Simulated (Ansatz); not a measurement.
## How Ir(111) screens a field

Aim: image plane and induced charge of Ir(111).

Method: plane-wave DFT, PBE, Ansatz PAW, in Ansatz 0.2.0.

The raw output is cut from this account; settings, times and results stay.

### Step 1. The system as given

The cell holds 6 atoms: 6 Ir. Its edges and angles: a = 2.715 Å, b = 2.715 Å, c = 29.085 Å, α = 90.0°, β = 90.0°, γ = 60.0°. Vacuum lies along c.

### Step 2. Atoms held, field 0

A sawtooth potential applies the field, turning back in the middle of the vacuum. With the dipole correction the typed value is the field outside the slab. The induced dipole is small, so the SCF threshold is tight.

The input, input.yaml:

```yaml
crystal:
  lattice:
    - [2.7152900398, 0.0, 0.0]
    - [1.3576450199, 2.3515101531, 0.0]
    - [0.0, 0.0, 29.0851251684]
  atoms:
    - { symbol: Ir, position: [0.3333333333, 0.3333333333, 0.3094365229] }
    - { symbol: Ir, position: [0.6666666667, 0.6666666667, 0.3856619137] }
    - { symbol: Ir, position: [0.0, 0.0, 0.4618873046] }
    - { symbol: Ir, position: [0.3333333333, 0.3333333333, 0.5381126954] }
    - { symbol: Ir, position: [0.6666666667, 0.6666666667, 0.6143380863] }
    - { symbol: Ir, position: [0.0, 0.0, 0.6905634771] }
kpoints:
  mp_grid: { grid: [24, 24, 1] }
hamiltonian:
  xc: pbe
scf:
  occupations: { method: fermi_dirac, width: 0.1 }
  convergence: { dr2_threshold: 1.0e-10 }
efield:
  axis: 3
  dipole_correction: true
  ramp_position: 0.97
  ramp_width: 0.06
  amplitude: 0
output:
  forces: true
  write_potential: true
  write_density: true
  volumetric_format: npy
```

The run is started by

```console
ansatz run input.yaml --threads 4 --pin off --max-ram 6144MiB --backend cpu --events-out ev --progress --plain --runs-dir out
```

Elapsed: 16 s, on 4 threads of Intel Xeon Platinum 8488C (Sapphire Rapids), shared host; peak memory 0.88 GiB; 61 s of CPU time.

Numbers from this step:

```yaml
energy_at_zero_smearing: -71610.0052 eV
work_function_upper_face: 5.510 eV
dipole_along_the_normal: -4.92e-7 e·Å
```

Running mean over 2.217 Å of the planar mean; the ramp of the sawtooth is left out. Electron's electrostatic potential energy less the Fermi level against z:

| z (Å) | electron's electrostatic potential energy less the Fermi level (eV) |
| --- | --- |
| 4 | 5.51 |
| 5 | 5.51 |
| 6 | 5.43 |
| 7 | 4.29 |
| 8 | -5.49 |
| 9 | -12.7 |
| 10 | -13.3 |
| 11 | -13.5 |
| 12 | -13.6 |
| 13 | -13.5 |
| 14 | -13.6 |
| 15 | -13.6 |
| 16 | -13.6 |
| 17 | -13.6 |
| 18 | -13.5 |
| 19 | -13.3 |
| 20 | -12.8 |
| 21 | -6.57 |
| 22 | 3.94 |
| 23 | 5.41 |
| 24 | 5.50 |
| 25 | 5.51 |

Force by atom:

| atom | x (eV/Å) | y (eV/Å) | z (eV/Å) | size |
| --- | --- | --- | --- | --- |
| Ir1 | 0.000 | 0.000 | 0.126 | 0.126 |
| Ir2 | 0.000 | 0.000 | -0.327 | 0.327 |
| Ir3 | 0.000 | 0.000 | -0.225 | 0.225 |
| Ir4 | 0.000 | 0.000 | 0.225 | 0.225 |
| Ir5 | 0.000 | 0.000 | 0.327 | 0.327 |
| Ir6 | 0.000 | 0.000 | -0.126 | 0.126 |

The work function of the upper face is 5.51 eV.

### Step 3. Single point, field 0.05 V/Å

Edit input.yaml of step 2 so:

```diff
@@ -24,3 +24,3 @@
   ramp_width: 0.06
-  amplitude: 0
+  amplitude: 0.05
 output:
```

It took 19 s on 4 threads; peak memory 0.87 GiB.

The dipole is 0.0254 e·Å.

### Step 4. Atoms held, field -0.05 V/Å

Edit input.yaml of step 3 so:

```diff
@@ -24,3 +24,3 @@
   ramp_width: 0.06
-  amplitude: 0.05
+  amplitude: -0.05
 output:
```

Run time: 18 s. Hardware: 4 threads; peak memory 0.83 GiB; 70 s of CPU time.

The dipole is -0.0254 e·Å.

### Step 5. Atoms held, field 0.1 V/Å

Edit input.yaml of step 4 so:

```diff
@@ -24,3 +24,3 @@
   ramp_width: 0.06
-  amplitude: -0.05
+  amplitude: 0.1
 output:
```

Wall time 18 s (4 threads); peak memory 0.86 GiB; 70 s of CPU time.

The dipole is 0.0507 e·Å.

### Step 6. Single point, field -0.1 V/Å

Edit input.yaml of step 5 so:

```diff
@@ -24,3 +24,3 @@
   ramp_width: 0.06
-  amplitude: 0.1
+  amplitude: -0.1
 output:
```

The job ended after 18 s (4 threads; peak memory 0.86 GiB).

The dipole is -0.0507 e·Å.

### Step 7. Atoms held, field 0.2 V/Å

Edit input.yaml of step 6 so:

```diff
@@ -24,3 +24,3 @@
   ramp_width: 0.06
-  amplitude: -0.1
+  amplitude: 0.2
 output:
```

Wall time 18 s (4 threads); peak memory 0.86 GiB; 71 s of CPU time.

The dipole is 0.101 e·Å.

### Step 8. Single point, field -0.2 V/Å

Edit input.yaml of step 7 so:

```diff
@@ -24,3 +24,3 @@
   ramp_width: 0.06
-  amplitude: 0.2
+  amplitude: -0.2
 output:
```

Wall time 19 s (4 threads); peak memory 0.87 GiB.

The dipole is -0.101 e·Å.

### Step 9. Atoms held, field 0.4 V/Å

Edit input.yaml of step 8 so:

```diff
@@ -24,3 +24,3 @@
   ramp_width: 0.06
-  amplitude: -0.2
+  amplitude: 0.4
 output:
@@ -30 +30,2 @@
   volumetric_format: npy
+  elf: true
```

The job ended after 18 s (4 threads; peak memory 0.87 GiB).

Running mean over 2.217 Å of the planar mean, with the applied field; the ramp of the sawtooth is left out. The electron's electrostatic potential energy less the Fermi level by z:

| z (Å) | electron's electrostatic potential energy less the Fermi level (eV) |
| --- | --- |
| 4 | 4.18 |
| 5 | 4.57 |
| 6 | 4.89 |
| 7 | 4.07 |
| 8 | -5.53 |
| 9 | -12.7 |
| 10 | -13.3 |
| 11 | -13.5 |
| 12 | -13.6 |
| 13 | -13.5 |
| 14 | -13.6 |
| 15 | -13.6 |
| 16 | -13.6 |
| 17 | -13.6 |
| 18 | -13.5 |
| 19 | -13.3 |
| 20 | -12.8 |
| 21 | -6.53 |
| 22 | 4.15 |
| 23 | 5.95 |
| 24 | 6.42 |
| 25 | 6.83 |

The dipole is 0.203 e·Å.

### Step 10. The response

This step: plane-wave DFT, PBE, Ansatz PAW; screening of a field by a metal slab (Ansatz 0.2.0).

The dipoles give the slope, and the difference of two potentials shows where the field is screened.

Numbers from this step:

```
equivalent conductor thickness p/(ε₀AE)      : 14.38 Å
distance between the outer atoms             : 11.09 Å
inner field over outer field                 : -0.001106
image plane, upper face                      : 1.620 Å
induced electrons on the upper face over ε₀E : -1.004
image plane, lower face                      : 1.620 Å
induced electrons on the lower face over ε₀E : 1.004
```

The dipole of the cell by applied field:

| applied field (V/Å) | dipole of the cell (e·Å) |
| --- | --- |
| -0.200 | -0.101 |
| -0.100 | -0.0507 |
| -0.050 | -0.0254 |
| 0.000 | -4.9e-7 |
| 0.050 | 0.0254 |
| 0.100 | 0.0507 |
| 0.200 | 0.101 |
| 0.400 | 0.203 |

Local field over the applied field, running mean. From the potentials at -0.05 and 0.05 V/Å; running mean over 2.217 Å. The local field over applied field by z:

| z (Å) | local field over applied field |
| --- | --- |
| 4.5 | 0.996 |
| 5.0 | 0.990 |
| 5.5 | 0.973 |
| 6.0 | 0.930 |
| 6.5 | 0.836 |
| 7.0 | 0.668 |
| 7.5 | 0.452 |
| 8.0 | 0.254 |
| 8.5 | 0.0967 |
| 9.0 | 0.0101 |
| 9.5 | -4.9e-4 |
| 10.0 | 0.00215 |
| 10.5 | 0.00473 |
| 11.0 | 0.00227 |
| 11.5 | -1.5e-4 |
| 12.0 | -0.00162 |
| 12.5 | -0.00123 |
| 13.0 | -0.00105 |
| 13.5 | -9.0e-4 |
| 14.0 | -0.00130 |
| 14.5 | -8.5e-4 |
| 15.0 | -0.00126 |
| 15.5 | -0.00101 |
| 16.0 | -8.8e-4 |
| 16.5 | -0.00137 |
| 17.0 | -0.00146 |
| 17.5 | -6.0e-4 |
| 18.0 | 0.00186 |
| 18.5 | 0.00465 |
| 19.0 | 0.00203 |
| 19.5 | 0.00117 |
| 20.0 | 0.00423 |
| 20.5 | 0.0757 |
| 21.0 | 0.224 |
| 21.5 | 0.416 |
| 22.0 | 0.632 |
| 22.5 | 0.813 |
| 23.0 | 0.919 |
| 23.5 | 0.968 |
| 24.0 | 0.988 |
| 24.5 | 0.996 |

The induced electron density oscillates, so the rows of the table below give means over 1 Å (shorter at the two ends). Its distinct maxima (Å: e/Å³ per V/Å): 7.9: 0.0042, 9.0: 8.6e-4, 19.8: 7.1e-4, 20.5: 0.00122. Distinct minima: 8.6: -0.00122, 9.3: -7.1e-4, 20.1: -8.6e-4, 21.2: -0.0042.

Electrons, planar mean, per unit field. The induced electron density by z; means over each step:

| z (Å) | induced electron density (e/Å³ per V/Å) |
| --- | --- |
| 5 | 6.6e-5 |
| 6 | 4.6e-4 |
| 7 | 0.00226 |
| 8 | 0.00291 |
| 9 | -2.1e-4 |
| 10 | -2.9e-5 |
| 11 | 3.9e-5 |
| 12 | 2.5e-5 |
| 13 | 1.1e-6 |
| 14 | 2.0e-5 |
| 15 | -2.3e-5 |
| 16 | 2.0e-6 |
| 17 | -6.9e-6 |
| 18 | -4.6e-5 |
| 19 | 3.1e-7 |
| 20 | 1.7e-4 |
| 21 | -0.00252 |
| 22 | -0.00250 |
| 23 | -5.4e-4 |
| 24 | -7.9e-5 |

By hand: between -0.05 and 0.05 V/Å the dipole changes by 0.05074 e·Å, a slope of 0.5074 e·Å²/V. A perfect conductor of thickness t has p = ε₀AEt, so t = 180.95 × 0.5074 / 6.385 = 14.38 Å (e/ε₀ = 180.95 V·Å, A in Å²). Less the 11.09 Å between the outer atoms, and halved, that puts each image plane 1.65 Å out.

The induced dipole is that of a conductor 14.38 Å thick.

### Step 11. Varying the input: efield.ramp_width = 0.15 and efield.amplitude = -0.05

This step: plane-wave DFT, PBE, Ansatz PAW (Ansatz 0.2.0).

A run with a changed input: it repeats the earlier run at 0.05 V/Å with efield.ramp_width from 0.06 to 0.15 and efield.amplitude from 0.05 to -0.05.

Edit input.yaml of step 9 so:

```diff
@@ -23,4 +23,4 @@
   ramp_position: 0.97
-  ramp_width: 0.06
-  amplitude: 0.4
+  ramp_width: 0.15
+  amplitude: -0.05
 output:
@@ -30,2 +30 @@
   volumetric_format: npy
-  elf: true
```

Elapsed: 18 s, on 4 threads; peak memory 0.86 GiB.

Numbers from this step:

```
energy at zero smearing : -71610.0058 eV
dipole along the normal : -0.02537 e·Å
```

Force by atom:

| atom | x (eV/Å) | y (eV/Å) | z (eV/Å) | size |
| --- | --- | --- | --- | --- |
| Ir1 | 0.000 | 0.000 | 0.127 | 0.127 |
| Ir2 | 0.000 | 0.000 | -0.327 | 0.327 |
| Ir3 | 0.000 | 0.000 | -0.226 | 0.226 |
| Ir4 | 0.000 | 0.000 | 0.225 | 0.225 |
| Ir5 | 0.000 | 0.000 | 0.327 | 0.327 |
| Ir6 | 0.000 | 0.000 | -0.125 | 0.125 |

| quantity | this run | earlier run | difference |
| --- | --- | --- | --- |
| dipole along the normal (e·Å) | -0.02537 | 0.02537 | -0.051 |

The applied field differs, and the slope found earlier predicts a dipole of -0.0254 e·Å; this run gives -0.0254 e·Å, in line with it.

### Step 12. A changed input: scf.mixing.algorithm = "broyden" and scf.mixing.beta = 0.9

Another changed input: it repeats the earlier run at 0.05 V/Å with scf.mixing.algorithm to broyden and scf.mixing.beta to 0.9.

Edit input.yaml of step 11 so:

```diff
@@ -19,2 +19,3 @@
   convergence: { dr2_threshold: 1.0e-10 }
+  mixing: { algorithm: broyden, beta: 0.9 }
 efield:
@@ -23,4 +24,4 @@
   ramp_position: 0.97
-  ramp_width: 0.15
-  amplitude: -0.05
+  ramp_width: 0.06
+  amplitude: 0.05
 output:
```

Wall time 20 s (4 threads); peak memory 0.87 GiB; 78 s of CPU time.

This step gave:

```yaml
dipole_along_the_normal: 0.02537 e·Å
```

Force by atom:

| atom | x (eV/Å) | y (eV/Å) | z (eV/Å) | size |
| --- | --- | --- | --- | --- |
| Ir1 | 0.000 | 0.000 | 0.125 | 0.125 |
| Ir2 | 0.000 | 0.000 | -0.327 | 0.327 |
| Ir3 | 0.000 | 0.000 | -0.225 | 0.225 |
| Ir4 | 0.000 | 0.000 | 0.226 | 0.226 |
| Ir5 | 0.000 | 0.000 | 0.327 | 0.327 |
| Ir6 | 0.000 | 0.000 | -0.127 | 0.127 |

| quantity | this run | earlier run | difference |
| --- | --- | --- | --- |
| dipole along the normal (e·Å) | 0.02537 | 0.02537 | 3.3e-7 |

The dipole moves by under 0.5 % or 5e-5 e·Å.

### Step 13. What came out

```yaml
work_function: 5.51 eV
image_plane_upper_face: 1.62 Å
induced_electrons_on_the_upper_face_over_eps_0e: -1.00
equivalent_conductor_thickness_p_eps_0ae: 14.4 Å
inner_field_over_outer_field: -0.00111
```

In words: The induced charge has its centre 1.62 Å outside the outermost atoms; this is the plane from which a capacitor's gap or an image potential counts. The equivalent conductor thickness exceeds the distance between the outer atoms by 3.29 Å, about the sum of the two image-plane distances. In the middle of the slab the field is screened to under 0.5 % of its outer value. The atoms are held at bulk positions with the tabulated experimental lattice constant.

[Long decimals in the printed logs are rounded to 6 places.]

[Logs are printed without paths, hosts, clocks, repeated set-up lines and the standing remarks that a program may print on its own settings, such as how far it seeks lower states.]

[Hosts, paths, dates, database ids (printed as entryN), source tags and the programs' standing remarks are cut or masked in the printed files.]

[Maps of the electrostatic potential energy from Ansatz leave out the sawtooth potential of an applied field or a dipole correction, so their vacuum need not be flat; planar profiles and work functions include it.]
